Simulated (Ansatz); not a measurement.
# Quasiparticle gap of ZnSeO3 (Pnma), part 2 of 2

Wanted: the gap of ZnSeO3 (Pnma) with a many-body correction, and the time that it takes.

Ansatz 0.2.0; r2SCAN, then G0W0 on it, plane waves, PAW. Known limits of the many-body steps: finite bands, screening cutoff and k mesh; no spin-orbit coupling in G0W0; d shells not analysed.

So far. Step 2 (Bands along the symmetry lines): Over mesh and path the gap is 4.157 eV, from k = (0.000, 0.500, 0.000) to k = (0.250, 0.000, 0.000). The least direct gap found is 4.381 eV, at k = (0.200, 0.000, 0.000). Step 3 (The quasiparticle correction): Over all 18 irreducible mesh points the G0W0 gap is 5.692 eV, from k = (0.000, -0.500, 0.000) to k = (0.250, 0.000, 0.000). The r2SCAN gap of this run on the mesh is 4.173 eV.

## (4) Spin-orbit coupling

This run has two-component orbitals with spin-orbit coupling.

This step: DFT, r2SCAN with spin-orbit coupling, plane waves, PAW.

input.yaml

```yaml
crystal:
  lattice:
    - [6.004009, 0.0, 0.0]
    - [0.0, 7.810489, 0.0]
    - [0.0, 0.0, 5.135797]
  atoms:
    - { symbol: Zn, position: [0.0, 0.5, 0.5] }
    - { symbol: Zn, position: [0.5, 0.5, 0.0] }
    - { symbol: Zn, position: [0.5, 0.0, 0.0] }
    - { symbol: Zn, position: [0.0, 0.0, 0.5] }
    - { symbol: Se, position: [0.9617710496, 0.75, 0.0127346654] }
    - { symbol: Se, position: [0.5382289504, 0.25, 0.5127346654] }
    - { symbol: Se, position: [0.4617710496, 0.75, 0.4872653346] }
    - { symbol: Se, position: [0.0382289504, 0.25, 0.9872653346] }
    - { symbol: O, position: [0.1956463275, 0.4206104718, 0.875477039] }
    - { symbol: O, position: [0.3043536725, 0.5793895282, 0.375477039] }
    - { symbol: O, position: [0.6956463275, 0.0793895282, 0.624522961] }
    - { symbol: O, position: [0.8043536725, 0.9206104718, 0.124522961] }
    - { symbol: O, position: [0.8043536725, 0.5793895282, 0.124522961] }
    - { symbol: O, position: [0.6956463275, 0.4206104718, 0.624522961] }
    - { symbol: O, position: [0.3043536725, 0.9206104718, 0.375477039] }
    - { symbol: O, position: [0.1956463275, 0.0793895282, 0.875477039] }
    - { symbol: O, position: [0.0773988991, 0.25, 0.3192540354] }
    - { symbol: O, position: [0.4226011009, 0.75, 0.8192540354] }
    - { symbol: O, position: [0.5773988991, 0.25, 0.1807459646] }
    - { symbol: O, position: [0.9226011009, 0.75, 0.6807459646] }
kpoints:
  mp_grid: { grid: [4, 4, 4] }
  band_path:
    path:
      - [0.0, 0.0, 0.0]
      - [0.5, 0.0, 0.0]
      - [0.5, 0.5, 0.0]
      - [0.0, 0.5, 0.0]
      - [0.0, 0.0, 0.5]
      - [0.5, 0.0, 0.5]
      - [0.5, 0.5, 0.5]
      - [0.0, 0.5, 0.5]
      - [0.25, 0.0, 0.0]
      - [0.2, 0.0, 0.0]
    npoints: 1
hamiltonian:
  xc: r2scan
scf:
  occupations: { method: fixed }
  n_extra_bands: 20
magnetization:
  noncollinear: true
  spin_orbit: true
output:
  eigenvalues: true
```

On the command line:

```
> ansatz run input.yaml --threads 16 --pin off --max-ram 82944MiB --backend cuda --events-out ev --progress --plain --runs-dir out --devices 1 --max-vram 78GiB
```

Numbers of over 12 decimals in the logs are rounded to 6 here.

The log of the run:

```text
[...]
GPUs: using 1 of 1 available (devices: 1).
[...]
non-collinear run that drives no moment, with spin-orbit: no starting moment large enough to seed its density (crystal.atoms[].spin), no starting occupations that ask for one, no magnetisation constraint and no magnetic field, so the semilocal B_xc is pinned to zero
[...]
Crystal: 20 atoms, lattice volume = 240.839 Å³
Basis set: ecut = 500 eV, 6087 PW (Γ), exchange–correlation on 180×240×160 points (64 copies of the dense FFT grid, shifted against one another)
Bands: 204, of which v1, the nominal top of the filled ones, is band 184 counted from 1 (183 counted from 0)
Symmetry: 8 space group operations + 8 with time reversal
[...]
k-points: 27 of 64
Projection manifold: j_resolved (fully-relativistic pseudo-atomic orbitals)
[...]
SCF iter   1: F=—  HF=-42015.882531 eV  |F-HF|=—  |Δ(HF+E_count)|=         —  Δρ=1.23e-1  dr2=2.86e1  dr2_τ=4.25e-1  dr2_m=0.00e0 (ungated)  ethr=3.10e-3  |M|=0.00e0 ∫|m|=0.00e0 μB  |m|>n=0.0e0 m-floor=0.0e0 τ_xc=0.0e0  β_m=0.30  ⟨swp⟩=4.0  Hψ=12039  notcnv=0  defer=386
[...]
spin=Noncollinear: Resta preconditioning applied to the charge; magnetization (m_x, m_y, m_z) channels mix plain (no charge-response kernel on spin).
SCF iter   2: F=—  HF=-42010.146679 eV  |F-HF|=—  |Δ(HF+E_count)|=    5.74e0  Δρ=7.37e-2  dr2=1.06e1  dr2_τ=4.37e-2  dr2_m=0.00e0 (ungated)  ethr=3.10e-3  |M|=0.00e0 ∫|m|=0.00e0 μB  |m|>n=0.0e0 m-floor=0.0e0 τ_xc=0.0e0  β_m=0.48  ⟨swp⟩=2.0  Hψ=4984  notcnv=0  defer=382
[...]
SCF 1 converged in 11 iterations: F = -42007.381039 eV  dr2 = 1.99e-8
[...]
SCF converged after 11 iterations
[...]
```

Elapsed: 5 s, on 1 × NVIDIA GB200 (shared by 2 runs) with 16 threads of Arm Neoverse V2, shared host; peak memory 1.9 GiB; 29 s of CPU time.

Numbers from this step:

- gap: 4.153 eV
- valence top at: Y
- conduction bottom at: k = (0.250, 0.000, 0.000)
- least direct gap: 4.377 eV

Over mesh and listed points the gap is 4.153 eV, from k = (0.000, 0.500, 0.000) to k = (0.250, 0.000, 0.000). The least direct gap found is 4.377 eV, at k = (0.200, 0.000, 0.000). r2SCAN+SOC against r2SCAN: 4.153 − 4.157 = −0.004 eV, with the same mesh, set of files (read in its fully relativistic form for the spin-orbit run) and cutoff, and both edges at the same k points. The spin-orbit run sees mesh and listed points alone, so its gap is an upper bound: the coupling can move an edge off these points, and the change over the zone, its sign included where it is small, is not known.

## (5) The runs together

Each gap is the least one over the points named; times are wall times on shared hosts, not benchmarks. A G0W0 time includes the run's own self-consistent start. Runs with listed points see these and the mesh alone, so an edge that moves elsewhere is missed. Rows marked * are further runs, not shown as steps, whose inputs differ from the G0W0 step on the same start in the columns given; solver thresholds can differ too. Symmetry makes (0.000, 0.500, 0.000) and (0.000, -0.500, 0.000) one point.

```csv
level,mesh,"files, cutoff","bands summed, screening",points,gap (eV),valence top,conduction bottom,least direct gap (eV),time
r2SCAN,4×4×4,"soft_2 PAW, 500 eV",-,mesh and path,4.157,"(0.000, 0.500, 0.000)","(0.250, 0.000, 0.000)",4.381,3.1 s
r2SCAN+SOC,4×4×4,"soft_2 PAW, 500 eV",-,mesh and listed points,4.153,"(0.000, 0.500, 0.000)","(0.250, 0.000, 0.000)",4.377,5 s
G0W0@r2SCAN*,4×2×4,"hard PAW, 1050 eV","826, 120 eV",all 18 irreducible mesh points,5.589,"(0.000, -0.500, 0.000)","(0.250, 0.000, 0.000)",5.875,2.4 min
G0W0@r2SCAN,4×2×4,"hard PAW, 1050 eV","1654, 200 eV",all 18 irreducible mesh points,5.692,"(0.000, -0.500, 0.000)","(0.250, 0.000, 0.000)",5.967,6.8 min
G0W0@r2SCAN*,4×4×4,"hard PAW, 1050 eV","826, 120 eV",all 27 irreducible mesh points,5.588,"(0.000, -0.500, 0.000)","(0.250, 0.000, 0.000)",5.875,5.2 min
```

## (6) Outcome

```yaml
r2scan_gap_over_mesh_and_path: 4.157 eV, from k = (0.000, 0.500, 0.000) to k = (0.250, 0.000, 0.000)
g0w0_r2scan_gap_over_all_18_irreducible_mesh_points: 5.692 eV, from k = (0.000, -0.500, 0.000) to k = (0.250, 0.000, 0.000)
r2scan_soc_gap_over_mesh_and_listed_points: 4.153 eV
gw_settings: 4×2×4 mesh, 1546 empty bands, screening to 200 eV, hard PAW files
known_limits: finite bands, screening cutoff and k mesh; no spin-orbit coupling in G0W0; d shells not analysed
```

**Reading.** Over all 18 irreducible mesh points the G0W0 gap is 5.692 eV, from k = (0.000, -0.500, 0.000) to k = (0.250, 0.000, 0.000). The r2SCAN gap of this run on the mesh is 4.173 eV. The two states that bound the G0W0 gap lie that far apart at the start, so the correction of the gap is 5.692 − 4.173 = +1.519 eV. The valence state moves by 7.210 − 8.037 = −0.827 eV and the conduction state by 12.902 − 12.210 = +0.692 eV, on the run's own scale; with 826 bands the edge states move by −0.551 and +0.865 eV, so the split between the edges depends on the bands and cutoff. Both edges that r2SCAN shows over mesh and path lie at k points where levels were corrected. Levels at other points were not corrected, so a lower G0W0 gap elsewhere in the zone is not ruled out. From 826 bands and 120 eV to 1654 bands and 200 eV the gap moves by 5.692 − 5.589 = +0.103 eV; bands and screening cutoff rise together, so their parts are not told apart. Two runs can't test a law of convergence, so the limit is not known. With the 4×4×4 mesh in place of the 4×2×4 mesh and all else as in the G0W0@r2SCAN row with 826 bands, the gap differs by 5.588 − 5.589 = −0.001 eV, and that of the start by 4.173 − 4.173 = +0.000 eV. r2SCAN+SOC against r2SCAN: 4.153 − 4.157 = −0.004 eV, with the same mesh, set of files (read in its fully relativistic form for the spin-orbit run) and cutoff, and both edges at the same k points. The spin-orbit run sees mesh and listed points alone, so its gap is an upper bound: the coupling can move an edge off these points, and the change over the zone, its sign included where it is small, is not known. What spin-orbit coupling does to the G0W0 levels was not computed, so no sum with the G0W0 gap is formed. The G0W0 runs are scalar-relativistic. One-shot GW is known to converge slowly in bands for compounds with shallow d shells. The cell holds Zn; the filling of the d shell and its place against the gap were not analysed here. G0W0 is shown with one set of atomic data (hard PAW), so the error from the files is not known here.

[Paths, hosts, dates, memory and timing lines, banners, echoed tables and standing remarks are left out of the program output.]

[Logs are printed without paths, hosts, clocks, repeated set-up lines and the standing remarks that a program may print on its own settings, such as how far it seeks lower states.]

[Runs of the session that timed out or met a known fault of the program may be left out.]

[Cells called generated may have been cut or substituted from an entry of the Crystallography Open Database or the Materials Project.]

[Hosts, paths, dates, database ids (printed as entryN), source tags and the programs' standing remarks are cut or masked in the printed files.]

[Where an RPA ε∞ is given, it is that of the G0W0 mesh and is not shown converged in it. Names of k-points follow the symmetry that the program found, which can be lower than the space group named. Band edges on a path are those of the sampled points; other points can move an edge, and change direct to indirect where valleys lie close.]

[Hybrid gaps are those of their k-mesh and are not shown converged in it.]
